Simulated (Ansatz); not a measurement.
# Grüneisen parameters and expansion of Cu (Copper, Fm-3m), part 3 of 4

Wanted: mode Grüneisen parameters of Cu (Copper) and a free-energy fit over volumes.

What experiment has found for this phase:
- heat capacity C_P per formula unit 24.5 J/mol/K near room temperature (given in “High-Throughput Prediction of Finite-Temperature Properties using the Quasi-Harmonic Approximation”, 2016, arXiv:1603.06924)

Ansatz 0.2.0; DFT LDA, scalar-relativistic, plane waves, PAW; PAW set soft_1.

So far, highest frequency (cm⁻¹): step 6 (phonons, V/V0 1) 273.

## Step 7: A cell at another volume, V/V0 1.015

Symmetry fixes every atom, so a single point at the scaled cell gives the energy and pressure of this member.

The input, input.yaml:

```yaml
crystal:
  lattice:
    - [0.0, 1.7677338793, 1.7677338793]
    - [1.7677338793, 0.0, 1.7677338793]
    - [1.7677338793, 1.7677338793, 0.0]
  atoms:
    - { symbol: Cu, position: [0.0, 0.0, 0.0] }
kpoints:
  mp_grid: { grid: [20, 20, 20] }
hamiltonian:
  xc: lda
  pseudopotentials: { kind: paw, azcp: { folder: soft_1 }, xc_functional: pbe }
scf:
  occupations: { method: methfessel_paxton, width: 0.2 }
  lower_state_search: "off"
output:
  forces: true
  stress: true
  eigenvalues: true
  write_density: true
  write_potential: true
  elf: true
  volumetric_format: npy
```

On the command line:

```console
> ansatz run input.yaml --threads 8 --pin off --max-ram 16384MiB --backend cpu --events-out ev --progress --plain --runs-dir out
```

Numbers of over 12 decimals in the logs are rounded to 6 here.

The log of the run:

```text
[...]
Crystal: 1 atoms, lattice volume = 11.048 Å³
Basis set: ecut = 420 eV, 181 PW (Γ)
Bands: 14, of which v1, the nominal top of the filled ones, is band 10 counted from 1 (9 counted from 0)
Symmetry: 48 space group operations
[...]
k-points: 256 of 8000
[...]
SCF iter   1: F=—  HF=-6556.894818 eV  |F-HF|=—  |Δ(HF+E_count)|=         —  Δρ=3.09e-1  dr2=6.10e0  ethr=3.10e-3  ⟨swp⟩=4.9  Hψ=16629  notcnv=0
[...]
SCF iter   6: F=-6555.721480 eV  HF=-6555.721480 eV  |F-HF|=9.23e-8  |Δ(HF+E_count)|=   8.86e-7  S|Δr|=    0.00e0  Δρ=2.89e-5  dr2=5.92e-8  ethr=5.26e-10  ⟨swp⟩=9.3  Hψ=24094  notcnv=0
SCF 1 converged in 6 iterations: F = -6555.721480 eV  dr2 = 5.92e-8
[...]
SCF converged after 6 iterations
[...]
Free energy (F): -6555.721480 eV
[...]
Internal energy: -6555.721672 eV  (E = F + TS)
E sigma→0 (E₀):  -6555.721528 eV
Entropy (-TS):   0.000192 eV (0.192 meV/atom)
Fermi energy:    17.329327 eV
[...]
--- Stress (GPa, compression-positive) ---
       -2.699577       0.000000       0.000000
        0.000000      -2.699577      -0.000000
        0.000000       0.000000      -2.699577
  P = ⅓ Tr σ = -2.6996 GPa (-26.996 kbar)
--- Band table (eV; the first three rows and the last of 256) ---
  k-point 0: bands = [... 6 lower, 14.1006, 14.1006, 15.0408, 15.0408, 40.6202, 43.4711, 43.4711, 43.4711]
  k-point 1: bands = [... 6 lower, 14.1202, 14.1202, 15.0328, 15.0328, 40.1538, 42.1881, 43.1629, 43.1629]
  k-point 2: bands = [... 6 lower, 14.1730, 14.1730, 15.0148, 15.0148, 38.1520, 41.4550, 42.5619, 42.5619]
  k-point 255: bands = [... 6 lower, 13.5272, 14.9900, 15.8360, 23.7820, 23.7820, 26.0452, 26.6242, 46.5422]
```

It took 1.3 s on 8 threads of Arm Neoverse V1, shared host; peak memory 0.32 GiB.

This step gave:

* pressure: -2.700 GPa
* volume per atom: 11.05 Å³/atom

ELF in the ac plane of the conventional cell at fractional y = 0.000, with atoms of Cu within 0.2 Å of it. It is the smooth field of the valence electrons, not physical close to the nuclei.

Values, 14 rows by 14 columns, each cell a mean:
```
0.54 0.33 0.17 0.16 0.18 0.22 0.24 0.24 0.24 0.21 0.18 0.16 0.22 0.45
0.25 0.18 0.16 0.18 0.20 0.23 0.22 0.22 0.23 0.22 0.19 0.17 0.17 0.22
0.16 0.16 0.17 0.20 0.22 0.20 0.18 0.18 0.19 0.21 0.21 0.19 0.17 0.16
0.17 0.18 0.20 0.21 0.20 0.18 0.16 0.16 0.17 0.18 0.20 0.21 0.19 0.18
0.20 0.21 0.22 0.20 0.17 0.16 0.17 0.18 0.16 0.16 0.18 0.21 0.22 0.21
0.23 0.24 0.21 0.18 0.16 0.18 0.33 0.44 0.30 0.16 0.17 0.19 0.23 0.24
0.24 0.23 0.20 0.17 0.16 0.25 0.54 0.74 0.44 0.18 0.16 0.18 0.22 0.24
0.24 0.24 0.21 0.18 0.16 0.22 0.45 0.54 0.33 0.17 0.16 0.18 0.22 0.24
0.22 0.23 0.22 0.19 0.17 0.17 0.22 0.25 0.18 0.16 0.18 0.20 0.23 0.22
0.18 0.19 0.21 0.21 0.19 0.17 0.16 0.16 0.16 0.17 0.20 0.22 0.20 0.18
0.16 0.17 0.18 0.20 0.21 0.19 0.18 0.17 0.18 0.20 0.21 0.20 0.18 0.16
0.18 0.16 0.16 0.18 0.21 0.22 0.21 0.20 0.21 0.22 0.20 0.17 0.16 0.17
0.44 0.30 0.16 0.17 0.19 0.23 0.24 0.23 0.24 0.21 0.18 0.16 0.18 0.33
0.74 0.44 0.18 0.16 0.18 0.22 0.24 0.24 0.23 0.20 0.17 0.16 0.25 0.54
```
Columns run along a (3.5 Å), rows up along c (3.5 Å), edges of the conventional cell, whose origin can differ from the input's. Atoms in or near the plane, at fractional coordinates: Cu at (0.00, 0.00), Cu at (0.50, 0.50).

Valence density in the ac plane of the conventional cell at fractional y = 0.000, with atoms of Cu within 0.2 Å of it. It is the smooth field of the valence electrons, not physical close to the nuclei.

Ten steps, logarithmic in the rise over the least value, from '_' (0 e/Å³) to '@' (65 e/Å³), each cell a mean:
```
@@##==..______________::++%%
**++::..______________..--++
::::..__________________..::
__________........__________
________..::====--::________
________::++##%%##--..______
________::**@@@@%%==..______
________::++%%@@##==..______
________..--++**++::..______
__________..::::::..________
....____________________....
==--::________________..::==
%%##--..______________::++##
@@%%==..______________::**@@
```
Columns run along a (3.5 Å), rows up along c (3.5 Å), edges of the conventional cell, whose origin can differ from the input's. Atoms in or near the plane, at fractional coordinates: Cu at (0.00, 0.00), Cu at (0.50, 0.50).

Electrostatic potential energy in the ac plane of the conventional cell at fractional y = 0.000, with atoms of Cu within 0.2 Å of it. With pseudopotentials it is smooth inside the atoms' cores, unlike the true potential.

Ten even steps from '_' (-59 eV) to '@' (20 eV), each cell a mean:
```
__..==##@@@@@@@@@@@@%%**::__
::--++%%@@@@@@@@@@@@@@##==::
++**%%@@@@@@@@@@@@@@@@%%##**
%%%%@@@@@@%%######%%@@@@@@%%
@@@@@@@@%%++==--==**%%@@@@@@
@@@@@@%%**--..__..==##@@@@@@
@@@@@@%%++::______--##@@@@@@
@@@@@@%%**::____..==##@@@@@@
@@@@@@@@##==::::--++%%@@@@@@
@@@@@@@@%%##**++**%%@@@@@@@@
####%%@@@@@@%%%%%%@@@@@@%%##
--==**%%@@@@@@@@@@@@@@%%++==
__..==##@@@@@@@@@@@@%%**--..
____--##@@@@@@@@@@@@%%++::__
```
Columns run along a (3.5 Å; values clipped at the 3rd and 97th percentile), rows up along c (3.5 Å), edges of the conventional cell, whose origin can differ from the input's. Atoms in or near the plane, at fractional coordinates: Cu at (0.00, 0.00), Cu at (0.50, 0.50).

## Step 8: Phonons, V/V0 1.015

The same q-mesh and k-mesh are kept at every volume, so that much of their error can cancel in the differences.

input.yaml, the sections that differ from step 7:

```yaml
output:
  eigenvalues: true
phonons:
  method: dfpt
  qmesh: [4, 4, 4]
  temperatures: { t_max: 1000, t_step: 50 }
  qpath:
    path:
      - [[0.0, 0.0, 0.0], [0.5, 0.0, 0.5], [0.625, 0.25, 0.625]]
      - [[0.375, 0.375, 0.75], [0.0, 0.0, 0.0], [0.5, 0.5, 0.5], [0.5, 0.25, 0.75], [0.5, 0.0, 0.5]]
    npoints: 10
# crystal, kpoints, hamiltonian, scf: as in step 7
```

The log of the run:

```text
[...]
Crystal: 1 atoms, lattice volume = 11.048 Å³
Basis set: ecut = 420 eV, 181 PW (Γ), exchange–correlation on 36×36×36 points (8 copies of the dense FFT grid, shifted against one another)
Bands: 14, of which v1, the nominal top of the filled ones, is band 10 counted from 1 (9 counted from 0)
Symmetry: 48 space group operations
k-points: 256 of 8000
[...]
k-point 255: bands = [... 6 lower, 13.5274, 14.9903, 15.8363, 23.7821, 23.7821, 26.0453, 26.6243, 46.5423]
[...]
ASR residual: 4.158e-6 → 0.000e0 eV/Å²; symmetrization residual: 4.926e-13 eV/Å²
  ASR residual per site (eV/Å²): 4.16e-6
  Γ frequencies (cm⁻¹): 0.00 0.00 0.00
--- Phonons (arbitrary-q DFPT): 8 irreducible q on the 4×4×4 mesh ---
[...]
interpolated dispersion: 62 rows × 3 modes
[...]
[key lines of the parts left out:]
SCF converged after 8 iterations
Free energy (F): -6555.721480 eV
Fermi energy:    17.329531 eV
```

Run time: 91 s. Hardware: 8 threads; peak memory 3.3 GiB.

No LO-TO term. The phonon branches at the labelled points (cm⁻¹):

| point | branch 1 | branch 2 | branch 3 |
| --- | --- | --- | --- |
| Γ | 0 | 0 | 0 |
| halfway | 130 | 130 | 194 |
| X | 180 | 180 | 259 |
| halfway | 175 | 189 | 254 |
| U | 162 | 209 | 238 |
| jump to K | 162 | 209 | 238 |
| halfway | 94 | 141 | 208 |
| Γ | 0 | 0 | 0 |
| halfway | 84 | 84 | 194 |
| L | 121 | 121 | 263 |
| halfway | 144 | 178 | 247 |
| W | 178 | 220 | 220 |
| halfway | 179 | 191 | 248 |
| X | 180 | 180 | 259 |

The phonon branches as a text plot (rows in cm⁻¹):

```
    258 |           ****                       *******        ***
    247 |         **    **                            *      *
    236 |        *        *  **               *        **   *
    225 |                  **  *             *           ***
    214 |       *         *                              * *
    203 |                *  *   *                       *   *
    192 |      *       **                   *          *     **
    181 |           ***      **  *                    *   *******
    170 |         **   ***     *                         *
    159 |    **  *        *                *         *  *
    148 |       *          *      **                * **
    137 |                   *   *                  * *
    126 |   *  *             **           *      ****
    115 |                      * *             **
    104 |    **                     *         *
     93 |                       * **     *   *
     82 |  **                               *
     71 |                        *         *
     60 |  *                      ***
     49 |                            *  * *
     38 | *                         *    *
     27 | *                          *
     16 |                            *  *
      5 |*                            **
         Γ           X  U|K            Γ         L        W     X
```

No mode is imaginary beyond numerical noise at the solved wavevectors.

## Step 9: Single point at a scaled cell, V/V0 0.985

Symmetry fixes every atom, so a single point at the scaled cell gives the energy and pressure of this member.

input.yaml, the sections that differ from step 8:

```yaml
crystal:
  lattice:
    - [0.0, 1.7501433205, 1.7501433205]
    - [1.7501433205, 0.0, 1.7501433205]
    - [1.7501433205, 1.7501433205, 0.0]
  atoms:
    - { symbol: Cu, position: [0.0, 0.0, 0.0] }
output:
  forces: true
  stress: true
  eigenvalues: true
# kpoints, hamiltonian, scf: as in step 8
# phonons: removed
```

The log of the run:

```text
[...]
Crystal: 1 atoms, lattice volume = 10.721 Å³
Basis set: ecut = 420 eV, 181 PW (Γ)
Bands: 14, of which v1, the nominal top of the filled ones, is band 10 counted from 1 (9 counted from 0)
Symmetry: 48 space group operations
[...]
k-points: 256 of 8000
[...]
--- Band table (eV; the first three rows and the last of 256) ---
  k-point 0: bands = [... 6 lower, 14.6832, 14.6832, 15.6680, 15.6680, 41.5439, 44.6362, 44.6362, 44.6362]
  k-point 1: bands = [... 6 lower, 14.7038, 14.7038, 15.6595, 15.6595, 41.1079, 43.3073, 44.3316, 44.3316]
  k-point 2: bands = [... 6 lower, 14.7589, 14.7589, 15.6405, 15.6405, 39.1756, 42.4725, 43.7300, 43.7300]
  k-point 255: bands = [... 6 lower, 14.0800, 15.6131, 16.5009, 24.5915, 24.5915, 26.8880, 27.6062, 47.6869]
[key lines of the parts left out:]
SCF converged after 6 iterations
Free energy (F): -6555.721401 eV
Fermi energy:    18.022365 eV
P = ⅓ Tr σ = 2.9506 GPa (29.506 kbar)
```

Elapsed: 0.58 s, on 8 threads; peak memory 0.3 GiB.

The run ends at a pressure of 2.95 GPa.

## Step 10: Lattice dynamics at this volume, V/V0 0.985

Phonons at this volume give one point of F(V, T); meshes stay fixed along the series.

input.yaml, the sections that differ from step 9:

```yaml
output:
  eigenvalues: true
phonons:
  method: dfpt
  qmesh: [4, 4, 4]
  temperatures: { t_max: 1000, t_step: 50 }
  qpath:
    path:
      - [[0.0, 0.0, 0.0], [0.5, 0.0, 0.5], [0.625, 0.25, 0.625]]
      - [[0.375, 0.375, 0.75], [0.0, 0.0, 0.0], [0.5, 0.5, 0.5], [0.5, 0.25, 0.75], [0.5, 0.0, 0.5]]
    npoints: 10
# crystal, kpoints, hamiltonian, scf: as in step 9
```

The log of the run:

```text
[...]
Crystal: 1 atoms, lattice volume = 10.721 Å³
Basis set: ecut = 420 eV, 181 PW (Γ), exchange–correlation on 36×36×36 points (8 copies of the dense FFT grid, shifted against one another)
Bands: 14, of which v1, the nominal top of the filled ones, is band 10 counted from 1 (9 counted from 0)
Symmetry: 48 space group operations
k-points: 256 of 8000
[...]
k-point 255: bands = [... 6 lower, 14.0803, 15.6134, 16.5012, 24.5916, 24.5916, 26.8881, 27.6063, 47.6870]
[...]
ASR residual: 3.816e-5 → 0.000e0 eV/Å²; symmetrization residual: 5.684e-13 eV/Å²
  ASR residual per site (eV/Å²): 3.82e-5
  Γ frequencies (cm⁻¹): 0.00 0.00 0.00
--- Phonons (arbitrary-q DFPT): 8 irreducible q on the 4×4×4 mesh ---
[...]
interpolated dispersion: 62 rows × 3 modes
[...]
[key lines of the parts left out:]
SCF converged after 7 iterations
Free energy (F): -6555.721402 eV
Fermi energy:    18.022578 eV
```

Run time: 91 s. Hardware: 8 threads; peak memory 3.2 GiB.

No LO-TO term. The phonon branches at the labelled points (cm⁻¹):

| point | branch 1 | branch 2 | branch 3 |
| --- | --- | --- | --- |
| Γ | 0 | 0 | 0 |
| halfway | 138 | 138 | 207 |
| X | 191 | 191 | 278 |
| halfway | 186 | 201 | 272 |
| U | 172 | 224 | 255 |
| jump to K | 172 | 224 | 255 |
| halfway | 99 | 151 | 222 |
| Γ | 0 | 0 | 0 |
| halfway | 89 | 89 | 208 |
| L | 127 | 127 | 282 |
| halfway | 152 | 190 | 265 |
| W | 189 | 236 | 236 |
| halfway | 190 | 203 | 266 |
| X | 191 | 191 | 278 |

The phonon branches as a text plot (rows in cm⁻¹):

```
    277 |           ****                       *******         **
    265 |         **    **                            *      **
    253 |        *        *  **               *        **   *
    241 |                  **  *                         ***
    229 |       *         *                  *           * *
    218 |                *  *   *                       *   *
    206 |      *       **                   *          *     *
    194 |           ***      **  *                    *   *******
    182 |         **   **                                *
    171 |    **  *       **    *           *         *  *
    159 |       *          *      **                *  *
    147 |                   *   *                  * **
    135 |   *  *             **           *       ***
    124 |                        *             ****
    112 |    **                *    *         *
    100 |                       * **         *
     88 |  **                            *  *
     76 |                        *         *
     65 |  *                        *
     53 |                         ** *  * *
     41 | *                         *    *
     29 | *                          *
     18 |                            *  *
      6 |*                            **
         Γ           X  U|K            Γ         L        W     X
```

No mode is imaginary beyond numerical noise at the solved wavevectors.

## Step 11: Single point at a scaled cell, V/V0 1.03

Symmetry fixes every atom, so a single point at the scaled cell gives the energy and pressure of this member.

input.yaml, the sections that differ from step 10:

```yaml
crystal:
  lattice:
    - [0.0, 1.7763993799, 1.7763993799]
    - [1.7763993799, 0.0, 1.7763993799]
    - [1.7763993799, 1.7763993799, 0.0]
  atoms:
    - { symbol: Cu, position: [0.0, 0.0, 0.0] }
output:
  forces: true
  stress: true
  eigenvalues: true
# kpoints, hamiltonian, scf: as in step 10
# phonons: removed
```

The log of the run:

```text
[...]
Crystal: 1 atoms, lattice volume = 11.211 Å³
Basis set: ecut = 420 eV, 229 PW (Γ)
Bands: 14, of which v1, the nominal top of the filled ones, is band 10 counted from 1 (9 counted from 0)
Symmetry: 48 space group operations
[...]
k-points: 256 of 8000
[...]
--- Band table (eV; the first three rows and the last of 256) ---
  k-point 0: bands = [... 6 lower, 13.8218, 13.8218, 14.7409, 14.7409, 40.1754, 42.9028, 42.9028, 42.9028]
  k-point 1: bands = [... 6 lower, 13.8410, 13.8410, 14.7331, 14.7331, 39.6914, 41.6481, 42.5984, 42.5984]
  k-point 2: bands = [... 6 lower, 13.8926, 13.8926, 14.7156, 14.7156, 37.6586, 40.9663, 41.9992, 41.9992]
  k-point 255: bands = [... 6 lower, 13.2626, 14.6921, 15.5183, 23.3953, 23.3953, 25.6422, 26.1541, 45.9919]
[key lines of the parts left out:]
SCF converged after 6 iterations
Free energy (F): -6555.717449 eV
Fermi energy:    16.998867 eV
P = ⅓ Tr σ = -5.1646 GPa (-51.646 kbar)
```

It took 0.58 s on 8 threads; peak memory 0.31 GiB.

The run ends at a pressure of -5.16 GPa.

## Step 12: Lattice dynamics at this volume, V/V0 1.03

The same q-mesh and k-mesh are kept at every volume, so that much of their error can cancel in the differences.

input.yaml, the sections that differ from step 11:

```yaml
output:
  eigenvalues: true
phonons:
  method: dfpt
  qmesh: [4, 4, 4]
  temperatures: { t_max: 1000, t_step: 50 }
  qpath:
    path:
      - [[0.0, 0.0, 0.0], [0.5, 0.0, 0.5], [0.625, 0.25, 0.625]]
      - [[0.375, 0.375, 0.75], [0.0, 0.0, 0.0], [0.5, 0.5, 0.5], [0.5, 0.25, 0.75], [0.5, 0.0, 0.5]]
    npoints: 10
# crystal, kpoints, hamiltonian, scf: as in step 11
```

The log of the run:

```text
[...]
Crystal: 1 atoms, lattice volume = 11.211 Å³
Basis set: ecut = 420 eV, 229 PW (Γ), exchange–correlation on 36×36×36 points (8 copies of the dense FFT grid, shifted against one another)
Bands: 14, of which v1, the nominal top of the filled ones, is band 10 counted from 1 (9 counted from 0)
Symmetry: 48 space group operations
k-points: 256 of 8000
[...]
k-point 255: bands = [... 6 lower, 13.2628, 14.6924, 15.5186, 23.3954, 23.3954, 25.6423, 26.1542, 45.9920]
[...]
ASR residual: 1.846e-7 → 0.000e0 eV/Å²; symmetrization residual: 4.926e-13 eV/Å²
  ASR residual per site (eV/Å²): 1.85e-7
  Γ frequencies (cm⁻¹): 0.00 0.00 0.00
--- Phonons (arbitrary-q DFPT): 8 irreducible q on the 4×4×4 mesh ---
[...]
interpolated dispersion: 62 rows × 3 modes
[...]
[key lines of the parts left out:]
SCF converged after 8 iterations
Free energy (F): -6555.717449 eV
Fermi energy:    16.999060 eV
```

It took 89 s on 8 threads; peak memory 3.3 GiB; 10 min of CPU time.

No LO-TO term. The phonon branches at the labelled points (cm⁻¹):

| point | branch 1 | branch 2 | branch 3 |
| --- | --- | --- | --- |
| Γ | 0 | 0 | 0 |
| halfway | 126 | 126 | 188 |
| X | 175 | 175 | 250 |
| halfway | 170 | 183 | 245 |
| U | 157 | 202 | 229 |
| jump to K | 157 | 202 | 229 |
| halfway | 92 | 136 | 201 |
| Γ | 0 | 0 | 0 |
| halfway | 82 | 82 | 188 |
| L | 118 | 118 | 254 |
| halfway | 140 | 173 | 238 |
| W | 172 | 212 | 212 |
| halfway | 173 | 185 | 240 |
| X | 175 | 175 | 250 |

The phonon branches as a text plot (rows in cm⁻¹):

```
    248 |           ****                       *******        ***
    238 |         **    **                            *      *
    227 |        *        *  **               *        **   *
    217 |       *          **  *             *           ***
    206 |                 *     *                        * *
    196 |                *  *                           *   *
    185 |      *       **    **             *          *     **
    174 |           ****         *                    *  ********
    164 |         **    **     *
    153 |    **  *        *                *         *  *
    143 |       *          *      **                * **
    132 |                   *   *                  * *
    122 |   *  *             **           *     *****
    111 |                      * *             *
    100 |    **                     *         *
     90 |                       * **     *   *
     79 |  **                               *
     69 |                        *         *
     58 |  *                      ***
     48 | *                          *  * *
     37 |                           *    *
     26 | *                          *
     16 |                            *  *
      5 |*                            **
         Γ           X  U|K            Γ         L        W     X
```

No mode is imaginary beyond numerical noise at the solved wavevectors.

(Continued in part 4 of 4.)

[Logs are printed without paths, hosts, clocks, repeated set-up lines and the standing remarks that a program may print on its own settings, such as how far it seeks lower states.]

[Hosts, paths, dates, database ids (printed as entryN), source tags and the programs' standing remarks are cut or masked in the printed files.]

[A step with changed settings may run another functional than the one named; its input shows which.]

[Of the runs on displaced cells, only some may be shown.]
